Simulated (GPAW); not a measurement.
# CsH (honeycomb monolayer): G0W0 on several meshes in GPAW

Aim: the GW shift of CsH (honeycomb monolayer) against the k mesh.

Calculated with GPAW 26.7.0; LDA and many-body steps on it, plane waves.

## 1. The starting structure

The cell holds 2 atoms: 1 Cs and 1 H. Cell: a = 4.908 Å, b = 4.908 Å, c = 11.400 Å, α = 90.0°, β = 90.0°, γ = 120.0°. Vacuum lies along c.

Coordinates:

```xyz
2
Lattice="4.9077 0.0000 0.0000 -2.4539 4.2502 0.0000 0.0000 0.0000 11.4000" Properties=species:S:1:pos:R:3
Cs    0.0000    2.8335    5.6938
H     2.4539    1.4167    5.7061
```

The structure was relaxed with LDA. The runs that relaxed it are not among those shown. Spin-orbit coupling is left out unless a step names it.

## 2. Empty states on the mesh, 6×6×1 mesh, 396 bands

This step: GPAW 26.7.0; DFT, LDA, plane waves, PAW.

The sums over transitions need many empty states on a uniform mesh; this step solves for them.

Input file run.py:

```python
import json
import numpy as np
from gpaw.mpi import world
from gpaw import GPAW

calc = GPAW('gs.gpw').fixed_density(kpts={'size': (6, 6, 1), 'gamma': True},
    nbands=462,
    convergence={'bands': 396},
    txt='nscf.txt')
calc.write('full.gpw', mode='all')
res = {}
kpts = calc.get_ibz_k_points()
res['kpts'] = kpts
res['eigenvalues'] = [calc.get_eigenvalues(kpt=k) for k in range(len(kpts))]
res['n_electrons'] = calc.get_number_of_electrons()

if world.rank == 0:
    with open('result.json', 'w') as f:
        json.dump(res, f, default=lambda x: x.tolist())
```

On the command line:

```bash
$ mpirun -n 4 gpaw python run.py
```

Numbers of over 12 decimals in the logs are rounded to 6 here.

What it wrote:

```text
Diagonalizing LCAO Hamiltonian
Converting LCAO to pw mode
convergence criteria:
- Maximum integral of absolute [eigenst]ate change: 4e-08 eV^2 / valence electron
maximum number of iterations: 100

SCF iterations
|iter     |     time |      energy | eigst |  dens |
|iter:   1|  |             | +5.24 |       |
|iter:   2|  |             | +4.06 |       |
|iter:   3|  |             | +2.94 |       |
[...]
|iter:  17|  |             | -6.94 |       |
|iter:  18|  |             | -7.18 |       |
|iter:  19|  |             | -7.45c|       |
SCF steps: 19
  __  _  _
 | _ |_)|_||  |
 |__||  | ||/\| - 26.7.0

Input parameters:
  mode=PW(ecut=600.0),
  convergence={'bands': 396},
  gpts=array([28, 28, 70]),
  kpts=MonkhorstPack(size=(6, 6, 1), gamma=True),
  maxiter=100,
  nbands=462,
  occupations=Occupations(name='fermi-dirac', width=0.001, fixmagmom=False),
  parallel={},
  xc=XC(name='LDA')
# Writing to full.gpw (mode='all')
  [... matrices ...]

timing:  # [seconds]
  Total: 0.150  # ━━━━━━━━━━━━━━━━━━━━━━━━━━━━━━━━━━━━━━━━━━━━━━━━━━━━━━━━━━━
```

The job ended after 7.6 min (4 MPI ranks of Arm Neoverse V1, shared host; peak memory 2 GiB; 30 min of CPU time).

Numbers from this step:

* gap: 2.450 eV
* k of the valence top: 0.3333, 0.3333, 0
* k of the conduction bottom: 0, 0, 0
* least direct gap: 3.238 eV
* k points computed: 7
* lowest point of the top converged band, above the valence top: 79.8786 eV

On this mesh the gap is 2.450 eV.

## 3. 6×6×1

Now the one-shot GW correction: screening in the RPA, then the self-energy of the levels asked for.

This step: G0W0 on LDA, plane waves, PAW.

Input file run.py:

```python
import json
import numpy as np
from gpaw.mpi import world
from gpaw.response.g0w0 import G0W0

gw = G0W0('full.gpw',
    filename='gw',
    kpts=[0, 2, 4],
    bands=(3, 7),
    ecut=48,
    nbands=179,
    truncation='2D',
    integrate_gamma='sphere',
    q0_correction=True,
    frequencies={'type': 'nonlinear', 'domega0': 0.15, 'omega2': 15.0},
    eta=0.1,
    nblocksmax=True)
gw.calculate()
res = {mode: {k: v for k, v in r.items() if k != 'sigma_eskwn'}
       for mode, r in gw.all_results.items()}

if world.rank == 0:
    with open('result.json', 'w') as f:
        json.dump(res, f, default=lambda x: x.tolist())
```

On the command line:

```bash
$ mpirun -n 4 gpaw python run.py
```

What it wrote:

```text
Using integrator: PointIntegrator
NonLinearFrequencyDescriptor(from 0.000 to 69.859 eV, 160 points)
Nonperiodic BCs:  [False False  True]
Using integrator: PointIntegrator
NonLinearFrequencyDescriptor(from 0.000 to 69.859 eV, 160 points)
Nonperiodic BCs:  [False False  True]
Applying analytical 2D correction to W:
    Evaluating Gamma point contribution to W on a 15x15x1 grid
  ___  _ _ _
 |   || | | |
 | | || | | |
 |__ ||_____|
 |___|

BZ k-points: Symmetries present (total): 6

  [... matrices ...]
36 k-points: 6 x 6 x 1 Monkhorst-Pack grid + [1/12,1/12,0.000000]
7 k-points in the irreducible part of the Brillouin zone
       k-points in crystal coordinates                weights
   0:     0.00000000    0.00000000    0.00000000          1/36
   1:     0.16666667    0.00000000    0.00000000          6/36
   2:     0.33333333   -0.16666667    0.00000000          6/36
   3:     0.33333333    0.00000000    0.00000000          6/36
   4:     0.33333333    0.33333333    0.00000000          2/36
   5:     0.50000000    0.33333333    0.00000000         12/36
   6:     0.50000000    0.50000000    0.00000000          3/36

Distributing spins, k-points and bands (1 x 3 x 4) over 1 process
Number of blocks: 4

Quasi particle states:
k-points (IBZ indices): [0, 2, 4]
Band range: (3, 7)
  [... matrices ...]
Computational parameters:
Plane wave cut-off: 48 eV
Number of bands: 179
Coulomb cutoff: 2D
Broadening: 0.1 eV

fxc modes: GW
Kernel: RPA
Using full-frequency real axis integration
Summing all q:

Calculating screened Coulomb potential
2D Coulomb truncation
NonLinearFrequencyDescriptor(from 0.000 to 69.859 eV, 160 points)
Removing empty qpoint cache files...

Calculating chi0 body with:
    Ground state adapter containing:
    Number of spins: 1
    Number of kpoints: 36
    Number of irreducible kpoints: 7
    Number of completely occupied states: 5
    Number of partially occupied states: 5
    Occupied states memory: 4.18701171875 M / cpu

    Linear response parametrization:
    q_c: [1.3877787807814457e-17, 1.3877787807814457e-17, 0.0]
    Number of frequency points: 160
    Planewave cutoff: 48.0
    Number of bands: 179
    Number of planewaves: 175
    Broadening (eta): 0.1
    comm.size: 4
    kncomm.size: 1
    blockcomm.size: 4

    Memory estimate of potentially large arrays:
        chi0_wGG: 18.692017 M / cpu
Integrating chi0 body.

Symmetries of q_c:
    Direct symmetries (Uq -> q): 6
    Indirect symmetries (TUq -> q): 6
In total 12 allowed symmetries.

  [... matrices ...]
7 groups of equivalent kpoints. 80.555556% reduction.

Integral kind: spectral function
Integrating chi0 head and wings.

Symmetries of q_c:
    Direct symmetries (Uq -> q): 6
    Indirect symmetries (TUq -> q): 6
In total 12 allowed symmetries.

  [... matrices ...]
7 groups of equivalent kpoints. 80.555556% reduction.

Integral kind: spectral function wings

Calculating chi0 body with:
    Ground state adapter containing:
    Number of spins: 1
    Number of kpoints: 36
    Number of irreducible kpoints: 7
    Number of completely occupied states: 5
    Number of partially occupied states: 5
[... the further q-points ...]

Results:
f:      Occupation numbers
eps:     KS-eigenvalues [eV]
vxc:     KS vxc [eV]
exx:     Exact exchange [eV]
sigma:   Self-energies [eV]
dsigma:  Self-energy derivatives
Z:       Renormalization factors
qp:      QP-energies [eV]

k-point 0 (0): (0.000, 0.000, 0.000)                GW
band       f     eps     vxc     exx   sigma  dsigma       Z      qp
                                                                   GW
   3   1.000  -9.803 -17.138 -21.431   1.707  -0.249   0.800 -11.872
   4   1.000  -2.811  -8.945 -12.443   1.327  -0.395   0.717  -4.367
   5   0.000   0.710  -3.104  -1.261  -0.931  -0.110   0.901   1.532
   6   0.000   1.217  -3.238  -1.161  -1.084  -0.109   0.901   2.113

k-point 1 (2): (0.333, -0.167, 0.000)                GW
band       f     eps     vxc     exx   sigma  dsigma       Z      qp
                                                                   GW
   3   1.000  -9.868 -16.987 -21.303   1.718  -0.227   0.815 -11.985
   4   1.000  -2.190  -9.869 -13.250   1.249  -0.373   0.728  -3.743
[...]
k-point 2 (4): (0.333, 0.333, 0.000)                GW
band       f     eps     vxc     exx   sigma  dsigma       Z      qp
                                                                   GW
[...]
4   1.000  -1.740 -10.529 -13.842   1.216  -0.332   0.751  -3.313
   5   0.000   2.054  -6.054  -2.556  -1.888  -0.189   0.841   3.408
   6   0.000   2.065  -5.779  -2.286  -1.709  -0.170   0.855   3.590
```

The job ended after 1.8 min (4 MPI ranks; peak memory 2 GiB; 7.4 min of CPU time).

This step gave:

| Item | Value |
| --- | --- |
| G0W0 gap on the points computed | 4.845 eV |
| least direct G0W0 gap on the computed points | 5.864 eV |
| Z at the valence top | 0.7506 |
| Z at the conduction bottom | 0.9012 |
| starting gap on the mesh | 2.450 eV |
| k of the valence top | 0.3333, 0.3333, 0 |
| k of the conduction bottom | 0, 0, 0 |

The gap on the mesh goes from 2.45 eV to 4.85 eV, a correction of +2.40 eV.

## 4. Empty states on the mesh, 3×3×1 mesh, 189 bands

This step: DFT, LDA, plane waves, PAW.

Input file run.py:

```python
import json
import numpy as np
from gpaw.mpi import world
from gpaw import GPAW

calc = GPAW('gs.gpw').fixed_density(kpts={'size': (3, 3, 1), 'gamma': True},
    nbands=220,
    convergence={'bands': 189},
    txt='nscf.txt')
calc.write('full.gpw', mode='all')
res = {}
kpts = calc.get_ibz_k_points()
res['kpts'] = kpts
res['eigenvalues'] = [calc.get_eigenvalues(kpt=k) for k in range(len(kpts))]
res['n_electrons'] = calc.get_number_of_electrons()

if world.rank == 0:
    with open('result.json', 'w') as f:
        json.dump(res, f, default=lambda x: x.tolist())
```

On the command line:

```bash
$ mpirun -n 4 gpaw python run.py
```

What it wrote:

```text
Diagonalizing LCAO Hamiltonian
Converting LCAO to pw mode
convergence criteria:
- Maximum integral of absolute [eigenst]ate change: 4e-08 eV^2 / valence electron
maximum number of iterations: 100

SCF iterations
|iter     |     time |      energy | eigst |  dens |
|iter:   1|  |             | +4.84 |       |
|iter:   2|  |             | +3.56 |       |
|iter:   3|  |             | +2.43 |       |
[...]
|iter:  14|  |             | -6.85 |       |
|iter:  15|  |             | -7.20 |       |
|iter:  16|  |             | -7.58c|       |
SCF steps: 16
  __  _  _
 | _ |_)|_||  |
 |__||  | ||/\| - 26.7.0

Input parameters:
  mode=PW(ecut=600.0),
  convergence={'bands': 189},
  gpts=array([28, 28, 70]),
  kpts=MonkhorstPack(size=(3, 3, 1), gamma=True),
  maxiter=100,
  nbands=220,
  occupations=Occupations(name='fermi-dirac', width=0.001, fixmagmom=False),
  parallel={},
  xc=XC(name='LDA')
# Writing to full.gpw (mode='all')
  [... matrices ...]

timing:  # [seconds]
  Total: 0.088  # ━━━━━━━━━━━━━━━━━━━━━━━━━━━━━━━━━━━━━━━━━━━━━━━━━━━━━━━━━━━
```

Wall time 51 s (4 MPI ranks); peak memory 0.91 GiB; 3.4 min of CPU time.

Numbers from this step:

```yaml
gap: 2.450 eV
k_of_the_valence_top: 0.3333, 0.3333, 0
k_of_the_conduction_bottom: 0, 0, 0
least_direct_gap: 3.264 eV
k_points_computed: 3
lowest_point_of_the_top_converged_band_above_the_valence_top: 48.68 eV
```

On this mesh the gap is 2.450 eV.

## 5. 3×3×1

This step: G0W0 on LDA, plane waves, PAW.

Input file run.py:

```python
import json
import numpy as np
from gpaw.mpi import world
from gpaw.response.g0w0 import G0W0

gw = G0W0('full.gpw',
    filename='gw',
    kpts=[0, 1, 2],
    bands=(3, 7),
    ecut=48,
    nbands=179,
    truncation='2D',
    integrate_gamma='sphere',
    q0_correction=True,
    frequencies={'type': 'nonlinear', 'domega0': 0.15, 'omega2': 15.0},
    eta=0.1,
    nblocksmax=True)
gw.calculate()
res = {mode: {k: v for k, v in r.items() if k != 'sigma_eskwn'}
       for mode, r in gw.all_results.items()}

if world.rank == 0:
    with open('result.json', 'w') as f:
        json.dump(res, f, default=lambda x: x.tolist())
```

On the command line:

```bash
$ mpirun -n 4 gpaw python run.py
```

What it wrote:

```text
Using integrator: PointIntegrator
NonLinearFrequencyDescriptor(from 0.000 to 69.859 eV, 160 points)
Nonperiodic BCs:  [False False  True]
Using integrator: PointIntegrator
NonLinearFrequencyDescriptor(from 0.000 to 69.859 eV, 160 points)
Nonperiodic BCs:  [False False  True]
Applying analytical 2D correction to W:
    Evaluating Gamma point contribution to W on a 29x29x1 grid
  ___  _ _ _
 |   || | | |
 | | || | | |
 |__ ||_____|
 |___|

BZ k-points: Symmetries present (total): 6

  [... matrices ...]
9 k-points: 3 x 3 x 1 Monkhorst-Pack grid
3 k-points in the irreducible part of the Brillouin zone
       k-points in crystal coordinates                weights
   0:     0.00000000    0.00000000    0.00000000          1/9
   1:     0.33333333    0.00000000    0.00000000          6/9
   2:     0.33333333    0.33333333    0.00000000          2/9

Distributing spins, k-points and bands (1 x 3 x 4) over 1 process
Number of blocks: 4

Quasi particle states:
k-points (IBZ indices): [0, 1, 2]
Band range: (3, 7)
  [... matrices ...]
Computational parameters:
Plane wave cut-off: 48 eV
Number of bands: 179
Coulomb cutoff: 2D
Broadening: 0.1 eV

fxc modes: GW
Kernel: RPA
Using full-frequency real axis integration
Summing all q:

Calculating screened Coulomb potential
2D Coulomb truncation
NonLinearFrequencyDescriptor(from 0.000 to 69.859 eV, 160 points)
Removing empty qpoint cache files...

Calculating chi0 body with:
    Ground state adapter containing:
    Number of spins: 1
    Number of kpoints: 9
    Number of irreducible kpoints: 3
    Number of completely occupied states: 5
    Number of partially occupied states: 5
    Occupied states memory: 4.18701171875 M / cpu

    Linear response parametrization:
    q_c: [0.0, 0.0, 0.0]
    Number of frequency points: 160
[...]
Memory estimate of potentially large arrays:
        chi0_wGG: 18.692017 M / cpu
Integrating chi0 body.

Symmetries of q_c:
    Direct symmetries (Uq -> q): 6
    Indirect symmetries (TUq -> q): 6
In total 12 allowed symmetries.

  [... matrices ...]
3 groups of equivalent kpoints. 66.666667% reduction.

Integral kind: spectral function
Integrating chi0 head and wings.

Symmetries of q_c:
    Direct symmetries (Uq -> q): 6
    Indirect symmetries (TUq -> q): 6
In total 12 allowed symmetries.

  [... matrices ...]
3 groups of equivalent kpoints. 66.666667% reduction.

Integral kind: spectral function wings

Calculating chi0 body with:
    Ground state adapter containing:
    Number of spins: 1
    Number of kpoints: 9
    Number of irreducible kpoints: 3
    Number of completely occupied states: 5
    Number of partially occupied states: 5
    Occupied states memory: 4.18701171875 M / cpu

[... the further q-points ...]

Results:
f:      Occupation numbers
eps:     KS-eigenvalues [eV]
vxc:     KS vxc [eV]
exx:     Exact exchange [eV]
sigma:   Self-energies [eV]
dsigma:  Self-energy derivatives
Z:       Renormalization factors
qp:      QP-energies [eV]

k-point 0 (0): (0.000, 0.000, 0.000)                GW
band       f     eps     vxc     exx   sigma  dsigma       Z      qp
                                                                   GW
   3   1.000  -9.803 -17.138 -21.426   1.612  -0.230   0.813 -11.978
   4   1.000  -2.811  -8.945 -12.430   1.244  -0.353   0.739  -4.467
   5   0.000   0.710  -3.104  -1.262  -1.041  -0.094   0.914   1.443
[...]
k-point 1 (1): (0.333, 0.000, 0.000)                GW
band       f     eps     vxc     exx   sigma  dsigma       Z      qp
                                                                   GW
[...]
k-point 2 (2): (0.333, 0.333, 0.000)                GW
band       f     eps     vxc     exx   sigma  dsigma       Z      qp
                                                                   GW
[...]
5   0.000   2.054  -6.054  -2.552  -1.863  -0.247   0.802   3.369
   6   0.000   2.065  -5.779  -2.286  -1.717  -0.164   0.859   3.591
```

The job ended after 27 s (4 MPI ranks; peak memory 1.4 GiB; 1.8 min of CPU time).

Numbers from this step:

```yaml
g0w0_gap_on_the_points_computed: 4.830 eV
least_direct_g0w0_gap_on_the_computed_points: 5.909 eV
z_at_the_valence_top: 0.7656
z_at_the_conduction_bottom: 0.9137
starting_gap_on_the_mesh: 2.450 eV
k_of_the_valence_top: 0.3333, 0.3333, 0
k_of_the_conduction_bottom: 0, 0, 0
```

Against G0W0 in GPAW (6×6×1 mesh, 179 bands, screening to 48 eV, full frequency, Hilbert transform), the gap moves by −0.015 eV.

## 6. Side by side

Times are wall times on 4 MPI ranks of Arm Neoverse V1, shared host, good to a factor of about two.

| run | mesh | bands | screening cutoff (eV) | DFT gap (eV) | gap on the mesh (eV) | direct (eV) | time |
| --- | --- | --- | --- | --- | --- | --- | --- |
| 6×6×1 | 6×6×1 | 179 | 48 | 2.450 | 4.845 | 5.864 | 1.8 min |
| 3×3×1 | 3×3×1 | 179 | 48 | 2.450 | 4.830 | 5.909 | 27 s |

## 7. Results

```
6×6×1        : 4.845 eV
3×3×1        : 4.830 eV
known limits : not at the basis limit; no spin-orbit coupling
```

**Reading.** 3×3×1: −0.015 eV against 6×6×1. Bands and cutoff are finite, so the gap is not at the basis limit. The miss can reach some tenths of an eV and take either sign; the mesh is an error of its own. These stock PAW sets were not made for GW. In the G0W0 runs levels were corrected at 3 k points alone, so a gap called «on the mesh» is the least over those, and an edge elsewhere would be missed. The many-body steps are scalar-relativistic: spin-orbit coupling is not in them.

[Paths, hosts, dates, memory and timing lines, banners, echoed tables and standing remarks are left out of the program output.]

[Logs are printed without paths, hosts, clocks, repeated set-up lines and the standing remarks that a program may print on its own settings, such as how far it seeks lower states.]

[Runs of the session that timed out or met a known fault of the program may be left out.]

[Hosts, paths, dates, database ids (printed as entryN), source tags and the programs' standing remarks are cut or masked in the printed files.]
